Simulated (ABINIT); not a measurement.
An input for ABINIT 10.8.3 (WS2 (Tungstenite)):

```
acell 3*1.0 Angstrom
rprim 
  3.153199999992 0.000000000002 0.000000000000
  -1.576599999998 2.730751303206 0.000000000000
  0.000000000000 0.000000000000 12.323000000000
ntypat 2
znucl 74 16
natom 6
typat 1 1 2 2 2 2
xred 
  0.333333333333 0.666666666667 0.250000000000
  0.666666666667 0.333333333333 0.750000000000
  0.333333333333 0.666666666667 0.622500000000
  0.666666666667 0.333333333333 0.122500000000
  0.333333333333 0.666666666667 0.877500000000
  0.666666666667 0.333333333333 0.377500000000
pp_dirpath "pseudos"
pseudos "W.upf, S.upf"
ecut 29
ngkpt 6 6 2
nshiftk 1
shiftk 0 0 0
kptopt 1
chksymbreak 0
nband 33
occopt 1
tolvrs 1e-10
nstep 60
prtwf 0
indata_prefix "in"
outdata_prefix "out"
tmpdata_prefix "tmp"
```

```sh
OMP_NUM_THREADS=1 mpirun -n 4 abinit run.abi > log
```

Q: How long will it take on 4 MPI ranks of Arm Neoverse V1, shared host, and how much memory?

It took 37 s; on shared hardware allow 18 s to 73 s. Peak host memory was 0.36 GiB.

[Paths, hosts, dates, memory and timing lines, banners, echoed tables and standing remarks are left out of the program output.]

[Logs are printed without paths, hosts, clocks, repeated set-up lines and the standing remarks that a program may print on its own settings, such as how far it seeks lower states.]

[Runs of the session that timed out or met a known fault of the program may be left out.]

[Hosts, paths, dates, database ids (printed as entryN), source tags and the programs' standing remarks are cut or masked in the printed files.]

[G0W0 gaps are taken among the corrected bands and points alone; a level outside them can change the order at an edge.]

[Where Ansatz stands beside ABINIT at settings called matched, ABINIT's density can come from a denser mesh and the files from another edition; pairs whose starting gaps differed by over 0.03 eV were left out, so agreement reads better than it is.]
